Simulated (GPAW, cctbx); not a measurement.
# MgAgCl3: what bonding does to one electron reflection, worked out

MgAgCl3, Pm-3m (no. 221), a = 4.9103 Å, b = 4.9103 Å, c = 4.9103 Å, α = 90.00°, β = 90.00°, γ = 90.00°.

```
atom  mult.    x    y    z
 Ag1      1    0    0    0
 Cl1      3  1/2  1/2    0
 Mg1      1  1/2  1/2  1/2
```

The cell comes from substitution in a known structure type and wasn't matched to any measured phase.

A DFT run (GPAW, PBE, 450 eV, 4×4×4 k-points, Fermi–Dirac width 0.05 eV) gives the static X-ray structure factor of 011 as 36.909 e for the conventional cell; superposed free atoms give 37.294 e. **Problem.** Find the Fourier component V of the crystal potential and the two-beam extinction distance at 300 kV in both cases.

**1. Geometry**

The cell volume is Ω = 118.39 Å³ and d(011) = 3.4721 Å, so g = 1/d = 0.2880 Å⁻¹.

**2. The nuclei**

Electrons feel nuclei as well as electrons, so the nuclear charges are summed with the same phases.

Phase sums Σ exp(2πi h·x), turned so that the total is real and positive: Ag +1.000, Cl -1.000, Mg +1.000. Then F_Z = 47 × (+1.000) + 17 × (-1.000) + 12 × (+1.000) = 42.00 e. The electron term has the same sign for this reflection.

**3. Mott–Bethe**

Poisson's equation, term by term, gives V = (e/4πε₀)(F_Z − F)/(πΩg²), with e/4πε₀ = 14.3996 V Å.

The prefactor is 14.3996 × 3.4721²/(π × 118.39) = 0.46673 V per electron. Free atoms: (42.00 − 37.294) × 0.46673 = 2.196 V. Crystal: (42.00 − 36.909) × 0.46673 = 2.376 V. F changes by -1.03 % and V by +8.2 %: the same 0.38 e is measured against F_Z − F = 4.7 e in place of F = 37.3 e.

**4. Extinction distance**

In the two-beam case ξ = 1/(λU) with U = 2γm₀eV/h², that is ξ = 150.41 V Å²/(γλV).

At 300 kV, λ = 0.01969 Å and γ = 1.5871. Free atoms: ξ = 2192 Å. Crystal: ξ = 2026 Å. The thickness fringes go as sin²(πt/ξ), so the two patterns slip by a quarter of a period when t|1/ξ₁ − 1/ξ₀| = 1/4, at t ≈ 670 nm. Thermal motion, absorption and many-beam coupling, left out here, change a real pattern.

**5. Answer**

V(011) is 2.38 V against 2.20 V, and ξ is 2026 against 2192 Å. Limits: static atoms, two beams.

[Outputs are excerpts: Python notices, other lines and further rows are left out; steps that failed or that the build refused (PBEsol, TPSS) are not shown.]

[Logs are printed without paths, hosts, clocks, repeated set-up lines and the standing remarks that a program may print on its own settings, such as how far it seeks lower states.]
